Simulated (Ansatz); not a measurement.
In doubt: masses and optical values from hybrid runs of this build are listed as unsure, which bears on the screening that GW takes from such a start.

Rows from a G0W0 calculation on BaTiO3 (R3m) (Ansatz 0.2.0; G0W0 on PBE0, plane waves, PAW; 6×6×6 mesh, 381 empty bands, screening to 190 eV, hard PAW files), in eV. Spin-orbit coupling is left out.

```csv
row,k,band,start,Σx,Σc at the solution,Vxc
A,Γ,c1,13.472,-12.299,-5.761,-18.354
B,"(-0.500, -0.500, -0.500)",v1,8.837,-25.915,3.916,-22.296
C,"(-0.500, -0.500, -0.500)",c2,15.890,-14.195,-6.934,-21.426
D,Γ,v1,8.481,-25.946,3.519,-22.686
E,"(-0.500, -0.500, -0.500)",c1,15.719,-14.075,-6.860,-21.227
F,"(-0.500, -0.500, -0.500)",v2,8.824,-25.891,3.908,-22.280
```

Question: Give the quasiparticle energies and the shift of each level.

The quasiparticle equation reads E = start + Σx + Σc(E) − Vxc.

```csv
row,E (eV),shift (eV)
A,13.766,+0.294
B,9.134,+0.298
C,16.187,+0.297
D,8.740,+0.259
E,16.011,+0.292
F,9.120,+0.297
```

The gap over the computed points goes from 4.64 eV to 4.63 eV.

Limits: not at the basis limit; no spin-orbit coupling.

[Paths, hosts, dates, memory and timing lines, banners, echoed tables and standing remarks are left out of the program output.]

[Logs are printed without paths, hosts, clocks, repeated set-up lines and the standing remarks that a program may print on its own settings, such as how far it seeks lower states.]

[Runs of the session that timed out or met a known fault of the program may be left out.]

[Cells called generated may have been cut or substituted from an entry of the Crystallography Open Database or the Materials Project.]

[Hosts, paths, dates, database ids (printed as entryN), source tags and the programs' standing remarks are cut or masked in the printed files.]
